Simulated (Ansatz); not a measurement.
## PtS2 monolayer (2H) under biaxial strain in the plane of the sheet

Wanted: the shifts of the zone-centre modes of PtS2 monolayer (2H) with strain.

Calculated with Ansatz 0.2.0; DFT PBE, scalar-relativistic, plane waves, PAW; PAW set soft_1.

### Step 1. The starting structure

The cell holds 3 atoms: 1 Pt and 2 S. Cell: a = 3.520 Å, b = 3.520 Å, c = 30.000 Å, α = 90.0°, β = 90.0°, γ = 120.0°. Vacuum lies along c. The height across the vacuum is the one that the program set for its solve, not the one typed.

### Step 2. A rough relaxation first

A rough relaxation comes first, because large forces or stress need no tight tolerances yet. The program lengthens the typed cell of 20.0 Å along the normal to 30.0 Å, as its cut-off of the electrostatics needs, and moves no atom.

Contents of input.yaml:

```yaml
crystal:
  lattice:
    - [3.52, 0.0, 0.0]
    - [-1.76, 3.04841, 0.0]
    - [0.0, 0.0, 20.0]
  atoms:
    - { symbol: Pt, position: [0.333333, 0.666667, 0.5] }
    - { symbol: S, position: [0.666667, 0.333333, 0.5775] }
    - { symbol: S, position: [0.666667, 0.333333, 0.4225] }
  periodic: [true, true, false]
kpoints:
  mp_grid: { grid: [6, 6, 1] }
hamiltonian:
  xc: pbe
  pseudopotentials: { kind: paw, azcp: { folder: soft_1 } }
scf:
  occupations: { method: gaussian, width: 0.1 }
output:
  forces: true
  stress: true
  eigenvalues: true
relax:
  adjacent_minimum: "off"
  f_tol: 0.05
  max_steps: 80
  cell: { stress_2d_tol: 0.02 }
```

Launch:

```
ansatz run input.yaml --threads 4 --pin off --max-ram 16384MiB --backend cpu --events-out ev --progress --plain --runs-dir out
```

Numbers of over 12 decimals in the logs are rounded to 6 here.

Log:

```text
[...]
F+E_penalty+E_count = -14328.15393031 eV   max|allowed force component| = 1.195e-3 eV/Å   (the final SCF, on the basis selected at the relaxed cell)
  cell:  # Å, volume = 311.5976 Å³
    - [3.463148, 0.0, 0.0]
    - [-1.731574, 2.999174, 0.0]
    - [0.0, 0.0, 30.0]
  atoms:
    - { symbol: Pt, position: [0.333333, 0.666667, 0.333333] }
    - { symbol: S, position: [0.666667, 0.333333, 0.380305] }
    - { symbol: S, position: [0.666667, 0.333333, 0.286362] }
[key lines of the parts left out:]
SCF converged after 7 iterations
Free energy (F): -14328.153930 eV
Fermi energy:    -5.311540 eV
P = ½ c Tr σ = 0.0099 N/m
```

The job ended after 9.1 s (4 threads of Arm Neoverse V1, shared host; peak memory 0.54 GiB; 33 s of CPU time).

The steps of the relaxation:

```
step  energy less that of the first step (eV)  largest force component (eV/Å)  volume (Å³)
   1                                   0.0000                          1.6179       321.91
   2                                  -0.2916                          0.4677       315.83
   3                                  -0.3109                          0.0743       314.85
   4                                  -0.3125                          0.0088       312.79
   5                                  -0.3127                          0.0009       311.60
  6*                                  -0.3123                          0.0012       311.60
```

Relaxation steps marked * repeat the geometry before them on a plane-wave basis chosen anew for their cell, so energy and pressure can jump there.

Forces are held to the 12 operations that the run works with; a distortion that breaks them can't arise in this run.

```
cell as run  before  after  change
      a (Å)   3.520  3.463  -1.6 %
      b (Å)   3.520  3.463  -1.6 %
```

The atoms that moved most (Å, along periodic axes as changes of fractional coordinates times the final cell, across vacuum about the mean position):

```
atom     dx     dy      dz  length
  S2  0.000  0.000  -0.141   0.141
  S3  0.000  0.000   0.141   0.141
```

Final coordinates:

```cif
data_structure
_symmetry_space_group_name_H-M 'P 1'
_symmetry_Int_Tables_number 1
_cell_length_a 3.4631
_cell_length_b 3.4631
_cell_length_c 30.0000
_cell_angle_alpha 90.000
_cell_angle_beta 90.000
_cell_angle_gamma 120.000
_cell_volume 311.60
loop_
_atom_site_label
_atom_site_type_symbol
_atom_site_fract_x
_atom_site_fract_y
_atom_site_fract_z
_atom_site_occupancy
Pt1 Pt 0.33333 0.66667 0.33333 1
S2 S 0.66667 0.33333 0.38030 1
S3 S 0.66667 0.33333 0.28636 1
```

Numbers from this step:

```
gap on the k-mesh : 0 eV
area per atom     : 3.462 Å²
```

The relaxation ends with a largest force component of 0.0012 eV/Å.

### Step 3. Relaxation

Harmonic phonons are second derivatives at a point where the forces vanish, and they are wanted at zero stress, so atoms and cell are relaxed first.

Contents of input.yaml:

```yaml
crystal:
  lattice:
    - [3.4631482744, 0.0, 0.0]
    - [-1.7315741372, 2.9991743827, 0.0]
    - [0.0, 0.0, 30.0]
  atoms:
    - { symbol: Pt, position: [0.3333333333, 0.6666666667, 0.3333333333] }
    - { symbol: S, position: [0.6666666667, 0.3333333333, 0.3803046162] }
    - { symbol: S, position: [0.6666666667, 0.3333333333, 0.2863620505] }
  periodic: [true, true, false]
kpoints:
  mp_grid: { grid: [15, 15, 1] }
hamiltonian:
  xc: pbe
  pseudopotentials: { kind: paw, azcp: { folder: soft_1 } }
scf:
  occupations: { method: gaussian, width: 0.1 }
output:
  forces: true
  stress: true
  eigenvalues: true
  write_density: true
  write_potential: true
  elf: true
  volumetric_format: npy
relax:
  adjacent_minimum: "off"
  f_tol: 0.005
  max_steps: 80
  cell: { stress_2d_tol: 0.02 }
```

Log:

```text
[...]
Crystal: 3 atoms, lattice volume = 311.598 Å³
Basis set: ecut = 420 eV, 6071 PW (Γ), exchange–correlation on 48×48×432 points (8 copies of the dense FFT grid, shifted against one another)
Bands: 19, of which v1, the nominal top of the filled ones, is band 15 counted from 1 (14 counted from 0)
Symmetry: 12 space group operations
[...]
k-points: 27 of 225 (time reversal used)
[...]
SCF iter   1: F=—  HF=-14329.177469 eV  |F-HF|=—  |Δ(HF+E_count)|=         —  Δρ=3.85e-2  dr2=6.23e0  ethr=3.10e-3  ⟨swp⟩=16.3  Hψ=5052  notcnv=0
[...]
SCF iter   8: F=-14328.151580 eV  HF=-14328.151580 eV  |F-HF|=1.84e-8  |Δ(HF+E_count)|=   7.77e-7  Δρ=2.12e-6  dr2=2.25e-8  ethr=3.33e-10  ⟨swp⟩=24.7  Hψ=6595  notcnv=0
SCF 1 converged in 8 iterations: F = -14328.151580 eV  dr2 = 2.25e-8
[...]
relax step   1: F+E_penalty+E_count = -14328.15158010 eV  Δ(F+E_penalty+E_count) = +0.000e0 eV  max|allowed force component| = 6.559e-2 eV/Å  Δτ_max = 0.0000 Å  P = +0.196 N/m  Ω = 311.598 Å³  fix = [c, alpha, beta]  reactions: c +0.000 N/m  (8 SCF iters, dr2 threshold 1.00e-7 eV, accepted)
Crystal: 3 atoms, lattice volume = 313.546 Å³
Basis set: ecut = 420 eV, 6095 PW (Γ), exchange–correlation on 48×48×432 points (8 copies of the dense FFT grid, shifted against one another)
[...]
SCF iter   5: F=-14328.153089 eV  HF=-14328.153089 eV  |F-HF|=1.79e-7  |Δ(HF+E_count)|=   2.95e-6  Δρ=4.16e-6  dr2=3.61e-8  ethr=8.96e-10  ⟨swp⟩=23.8  Hψ=6740  notcnv=0
SCF 2 converged in 5 iterations: F = -14328.153089 eV  dr2 = 3.61e-8
relax step   2: F+E_penalty+E_count = -14328.15308884 eV  Δ(F+E_penalty+E_count) = -1.509e-3 eV  max|allowed force component| = 1.536e-2 eV/Å  Δτ_max = 0.0111 Å  P = +0.145 N/m  Ω = 313.546 Å³  energy of the carried Pulay correction = -7.857e-5 eV  fix = [c, alpha, beta]  reactions: c +0.000 N/m  (5 SCF iters, dr2 threshold 2.69e-7 eV, accepted)
Crystal: 3 atoms, lattice volume = 315.246 Å³
Basis set: ecut = 420 eV, 6167 PW (Γ), exchange–correlation on 48×48×432 points (8 copies of the dense FFT grid, shifted against one another)
[...]
SCF iter   6: F=-14328.153412 eV  HF=-14328.153412 eV  |F-HF|=1.26e-8  |Δ(HF+E_count)|=   1.60e-7  Δρ=3.33e-7  dr2=2.78e-10  ethr=5.35e-11  ⟨swp⟩=11.9  Hψ=4649  notcnv=0
SCF 3 converged in 6 iterations: F = -14328.153412 eV  dr2 = 2.78e-10
relax step   3: F+E_penalty+E_count = -14328.15341173 eV  Δ(F+E_penalty+E_count) = -3.229e-4 eV  max|allowed force component| = 3.363e-3 eV/Å  Δτ_max = 0.0075 Å  P = +0.026 N/m  Ω = 315.246 Å³  energy of the carried Pulay correction = -1.467e-4 eV  fix = [c, alpha, beta]  reactions: c +0.000 N/m  (6 SCF iters, dr2 threshold 3.21e-8 eV, accepted)
[...]
relax step   4: F+E_penalty+E_count = -14328.15340949 eV  Δ(F+E_penalty+E_count) = +2.241e-6 eV  max|allowed force component| = 6.870e-4 eV/Å  Δτ_max = 0.0002 Å  P = +0.003 N/m  Ω = 315.384 Å³  energy of the carried Pulay correction = -1.523e-4 eV  fix = [c, alpha, beta]  reactions: c +0.000 N/m  (5 SCF iters, dr2 threshold 1.05e-9 eV, accepted)
[...]
SCF iter   6: F=-14328.153563 eV  HF=-14328.153563 eV  |F-HF|=1.56e-10  |Δ(HF+E_count)|=  8.33e-10  Δρ=1.99e-8  dr2=1.82e-12  ethr=1.00e-12  ⟨swp⟩=15.4  Hψ=4544  notcnv=0
SCF 5 converged in 6 iterations: F = -14328.153563 eV  dr2 = 1.82e-12
relax step   5: F+E_penalty+E_count = -14328.15356292 eV  Δ(F+E_penalty+E_count) = -1.534e-4 eV  max|allowed force component| = 5.624e-4 eV/Å  Δτ_max = 0.0000 Å  P = +0.003 N/m  Ω = 315.384 Å³  fix = [c, alpha, beta]  reactions: c +0.000 N/m  stress off target by 2.94e-3 N/m on what of the cell is left free  SCF on the basis re-selected at this cell (its energy is not comparable with the rows above)  (6 SCF iters)
basis re-selected at this cell: Δ(F+E_penalty+E_count) = -1.534e-4 eV, ΔP = -0.000 N/m vs the last step (what re-selecting the basis moved, of the pressure what is left beyond the Pulay correction that the steps carried, after the strain that the cell walked since its last selection, with what the two solves' SCF thresholds leave and, on support functions, any second-order correction that the steps lacked; it is no m [...]
SCF converged after 6 iterations
Free energy (F): -14328.153563 eV
[...]
Internal energy: -14328.140979 eV  (E = F + TS)
E sigma→0 (E₀):  -14328.147271 eV
Entropy (-TS):   -0.012584 eV (-4.195 meV/atom)
Fermi energy:    -5.207573 eV
[...]
--- Forces (eV/Å), atoms counted from 1 ---
  atom   1  Pt    -0.00000000     0.00000000     0.00000000
  atom   2  S     -0.00000000    -0.00000000     0.00056235
  atom   3  S     -0.00000000    -0.00000000    -0.00056235
  max |Σ_I F_I| component: 1.16e-16 eV/Å
--- 2D stress c σ (N/m, compression-positive) ---
        0.002944      -0.000000       0.000000
       -0.000000       0.002944       0.000000
        0.000000       0.000000       0.000000
  P = ½ c Tr σ = 0.0029 N/m
--- Band table (eV; the first three rows and the last of 27) ---
  k-point 0: bands = [... 11 lower, -7.5564, -6.7939, -4.8948, -4.8948, -4.5087, -4.5087, -2.1680, -0.4504]
  k-point 1: bands = [... 11 lower, -7.6187, -6.7438, -5.0260, -4.8364, -4.6851, -4.6039, -1.9063, -0.3818]
  k-point 2: bands = [... 11 lower, -7.8063, -6.6699, -5.2750, -5.0611, -4.8656, -4.6787, -1.3053, -0.1843]
  k-point 26: bands = [... 11 lower, -8.6796, -8.5146, -8.2484, -5.7980, -4.4616, -4.0507, -0.1742, 0.1697]
--- Relaxed structure (4 steps of the walk, 4 accepted, 1 SCFs on fresh bases) ---
[...]
cell:  # Å, volume = 315.3843 Å³
    - [3.484128, 0, 0.0]
    - [-1.742064, 3.017343, 0.0]
    - [0.0, 0.0, 30.0]
  atoms:
    - { symbol: Pt, position: [0.333333, 0.666667, 0.333333] }
    - { symbol: S, position: [0.666667, 0.333333, 0.379677] }
    - { symbol: S, position: [0.666667, 0.333333, 0.286989] }
```

The job ended after 28 s (4 threads; peak memory 0.63 GiB; 1.8 min of CPU time).

The steps of the relaxation:

```
step  energy less that of the first step (eV)  largest force component (eV/Å)  volume (Å³)
   1                                   0.0000                          0.0656       311.60
   2                                  -0.0015                          0.0154       313.55
   3                                  -0.0018                          0.0034       315.25
   4                                  -0.0018                          0.0007       315.38
  5*                                  -0.0020                          0.0006       315.38
```

Relaxation steps marked * repeat the geometry before them on a plane-wave basis chosen anew for their cell, so energy and pressure can jump there.

The run keeps the 12 symmetry operations that it works with, so distortions that break them were not tested.

```
cell as run  before  after  change
      a (Å)   3.463  3.484  +0.6 %
      b (Å)   3.463  3.484  +0.6 %
```

The atoms that moved most (Å, along periodic axes as changes of fractional coordinates times the final cell, across vacuum about the mean position):

```
atom     dx     dy      dz  length
  S2  0.000  0.000  -0.019   0.019
  S3  0.000  0.000   0.019   0.019
```

Final coordinates:

```xyz
3
Lattice="3.4841 0.0000 0.0000 -1.7421 3.0173 0.0000 0.0000 0.0000 30.0000" Properties=species:S:1:pos:R:3
Pt    0.0000    2.0116   10.0000
S     1.7421    1.0058   11.3903
S     1.7421    1.0058    8.6097
```

Numbers from this step:

| Quantity | Value |
| --- | --- |
| area per atom | 3.504 Å² |

ELF in the ac plane at fractional y = 0.333, with atoms of S within 0.2 Å of it. It is the smooth field of the valence electrons, not physical close to the nuclei.

Values, 24 rows by 14 columns, each cell a mean:
```
0.00 0.00 0.00 0.00 0.00 0.00 0.00 0.00 0.00 0.00 0.00 0.00 0.00 0.00
0.00 0.00 0.00 0.00 0.00 0.00 0.00 0.00 0.00 0.00 0.00 0.00 0.00 0.00
0.00 0.00 0.00 0.00 0.00 0.00 0.00 0.00 0.00 0.00 0.00 0.00 0.00 0.00
0.00 0.00 0.00 0.00 0.00 0.00 0.00 0.00 0.00 0.00 0.00 0.00 0.00 0.00
0.00 0.00 0.00 0.00 0.00 0.00 0.00 0.00 0.00 0.00 0.00 0.00 0.00 0.00
0.00 0.00 0.00 0.00 0.00 0.00 0.00 0.00 0.00 0.00 0.00 0.00 0.00 0.00
0.00 0.00 0.00 0.00 0.00 0.00 0.00 0.00 0.00 0.00 0.00 0.00 0.00 0.00
0.00 0.00 0.00 0.00 0.00 0.00 0.00 0.00 0.00 0.00 0.00 0.00 0.00 0.00
0.00 0.00 0.00 0.00 0.00 0.00 0.00 0.00 0.00 0.00 0.00 0.00 0.00 0.00
0.00 0.00 0.00 0.00 0.00 0.00 0.00 0.00 0.00 0.00 0.00 0.00 0.00 0.00
0.00 0.00 0.00 0.00 0.00 0.00 0.00 0.00 0.00 0.00 0.00 0.00 0.00 0.00
0.00 0.00 0.00 0.00 0.00 0.00 0.00 0.00 0.00 0.00 0.00 0.00 0.00 0.00
0.01 0.00 0.00 0.00 0.00 0.01 0.02 0.03 0.04 0.05 0.05 0.04 0.03 0.01
0.13 0.04 0.01 0.02 0.09 0.24 0.41 0.55 0.62 0.64 0.63 0.58 0.48 0.34
0.50 0.21 0.10 0.14 0.38 0.67 0.82 0.78 0.57 0.47 0.50 0.70 0.83 0.78
0.33 0.30 0.30 0.30 0.32 0.39 0.48 0.53 0.47 0.40 0.43 0.51 0.51 0.44
0.37 0.29 0.26 0.27 0.34 0.46 0.58 0.60 0.47 0.37 0.41 0.56 0.61 0.53
0.46 0.18 0.07 0.11 0.34 0.64 0.81 0.81 0.68 0.61 0.63 0.77 0.83 0.75
0.09 0.03 0.01 0.01 0.06 0.17 0.30 0.43 0.50 0.52 0.51 0.46 0.37 0.24
0.00 0.00 0.00 0.00 0.00 0.00 0.01 0.02 0.02 0.03 0.02 0.02 0.01 0.01
0.00 0.00 0.00 0.00 0.00 0.00 0.00 0.00 0.00 0.00 0.00 0.00 0.00 0.00
0.00 0.00 0.00 0.00 0.00 0.00 0.00 0.00 0.00 0.00 0.00 0.00 0.00 0.00
0.00 0.00 0.00 0.00 0.00 0.00 0.00 0.00 0.00 0.00 0.00 0.00 0.00 0.00
0.00 0.00 0.00 0.00 0.00 0.00 0.00 0.00 0.00 0.00 0.00 0.00 0.00 0.00
```
Columns run along a (3.5 Å), rows up along c (30.0 Å). Atoms in or near the plane, at fractional coordinates: S at (0.67, 0.38), S at (0.67, 0.29).

Electrostatic potential energy in the ac plane at fractional y = 0.333, with atoms of S within 0.2 Å of it. With pseudopotentials it is smooth inside the atoms' cores, unlike the true potential.

Values in eV, 24 rows by 14 columns, each cell a mean:
```
  0   0   0   0   0   0   0   0   0   0   0   0   0   0
  0   0   0   0   0   0   0   0   0   0   0   0   0   0
  0   0   0   0   0   0   0   0   0   0   0   0   0   0
  0   0   0   0   0   0   0   0   0   0   0   0   0   0
  0   0   0   0   0   0   0   0   0   0   0   0   0   0
  0   0   0   0   0   0   0   0   0   0   0   0   0   0
  0   0   0   0   0   0   0   0   0   0   0   0   0   0
  0   0   0   0   0   0   0   0   0   0   0   0   0   0
  0   0   0   0   0   0   0   0   0   0   0   0   0   0
  0   0   0   0   0   0   0   0   0   0   0   0   0   0
  0   0   0   0   0   0   0   0   0   0   0   0   0   0
  0   0   0   0   0   0   0   0   0   0   0   0   0   0
  0   0   0   0   0   0   0   0   0   0   0   0   0   0
  0   0   0   0   0  -1  -1  -1  -2  -2  -2  -1  -1  -1
 -4  -2  -2  -2  -3  -6 -15 -26 -29 -30 -30 -28 -21 -10
 -7  -9 -10  -9  -8  -7  -9 -16 -19 -20 -20 -17 -12  -8
 -7  -7  -8  -8  -7  -8 -12 -21 -24 -25 -24 -22 -16  -9
 -3  -2  -1  -1  -2  -5 -12 -21 -25 -26 -25 -23 -17  -8
  0   0   0   0   0   0   0  -1  -1  -1  -1  -1   0   0
  0   0   0   0   0   0   0   0   0   0   0   0   0   0
  0   0   0   0   0   0   0   0   0   0   0   0   0   0
  0   0   0   0   0   0   0   0   0   0   0   0   0   0
  0   0   0   0   0   0   0   0   0   0   0   0   0   0
  0   0   0   0   0   0   0   0   0   0   0   0   0   0
```
Columns run along a (3.5 Å; values clipped at the 3rd and 97th percentile), rows up along c (30.0 Å). Atoms in or near the plane, at fractional coordinates: S at (0.67, 0.38), S at (0.67, 0.29).

Valence density in the ac plane at fractional y = 0.333, with atoms of S within 0.2 Å of it. It is the smooth field of the valence electrons, not physical close to the nuclei.

Ten even steps from '0' (0.00 × 1e-1 e/Å³) to '9' (8.83 × 1e-1 e/Å³), each cell a mean:
```
00000000000000
00000000000000
00000000000000
00000000000000
00000000000000
00000000000000
00000000000000
00000000000000
00000000000000
00000000000000
00000000000000
00000000000000
00000000000000
00000000111000
21011369978984
44554456767764
44444468877875
10001258878863
00000000000000
00000000000000
00000000000000
00000000000000
00000000000000
00000000000000
```
Columns run along a (3.5 Å), rows up along c (30.0 Å). Atoms in or near the plane, at fractional coordinates: S at (0.67, 0.38), S at (0.67, 0.29).

(Part 1 of 3 ends here.)

[Logs are printed without paths, hosts, clocks, repeated set-up lines and the standing remarks that a program may print on its own settings, such as how far it seeks lower states.]

[Hosts, paths, dates, database ids (printed as entryN), source tags and the programs' standing remarks are cut or masked in the printed files.]
